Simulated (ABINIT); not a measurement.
# Calculated records

```xyz
2
Lattice="0.000 2.406 2.406 2.406 0.000 2.406 2.406 2.407 0.000" Properties=species:S:1:pos:R:3 pbc="T T T" subject="CaO (Lime): one start, several treatments of the self-energy" method="RPA screening on PBE, plane waves, norm-conserving pseudopotentials (and 2 further levels or steps)" program="ABINIT 10.8.3" settings="cutoff 36 Ha, PseudoDojo scalar-relativistic 0.4.1 standard, norm-conserving, ngkpt (6, 6, 6), nband 243, ecuteps 11.2 Ha, inclvkb 2, shiftk (0, 0, 0), symchi 1, awtr 1, frequency ppm, 6×6×6 k-mesh" cost="6 runs, 5.5 min in all on 8 MPI ranks of Arm Neoverse V1, shared host" notes="The cell and positions come from the Crystallography Open Database and are kept as given unless a step says otherwise." g0w0_godby_needs_plasmon_pole="5.883 eV" g0w0_hybertsen_louie_plasmon_pole="6.240 eV" g0w0_von_der_linden_horsch_plasmon_pole="6.060 eV" g0w0_engel_farid_plasmon_pole="6.054 eV" known_limits="short of the basis limit"
Ca    0.000    0.000    0.000
O     2.406    2.406    2.406
```

[Long decimals in the printed logs are rounded to 6 places.]

[Logs are printed without paths, hosts, clocks, repeated set-up lines and the standing remarks that a program may print on its own settings, such as how far it seeks lower states.]

[Paths, hosts, dates, memory and timing lines, banners, echoed tables and standing remarks are left out of the program output; an Ansatz launch command may be rebuilt from the run's recorded settings. Measured values are a selection of at most five: reports struck by readers or far from the other reports are left out. None is set beside runs whose start may be inverted or whose files or cutoffs have a known fault.]

[Runs of the session that timed out or met a known fault of the program may be left out.]

[Hosts, paths, dates, database ids (printed as entryN), source tags and the programs' standing remarks are cut or masked in the printed files.]

[G0W0 gaps are taken among the corrected bands and points alone; a level outside them can change the order at an edge.]

[Where Ansatz stands beside ABINIT at settings called matched, ABINIT's density can come from a denser mesh and the files from another edition; pairs whose starting gaps differed by over 0.03 eV were left out, so agreement reads better than it is.]
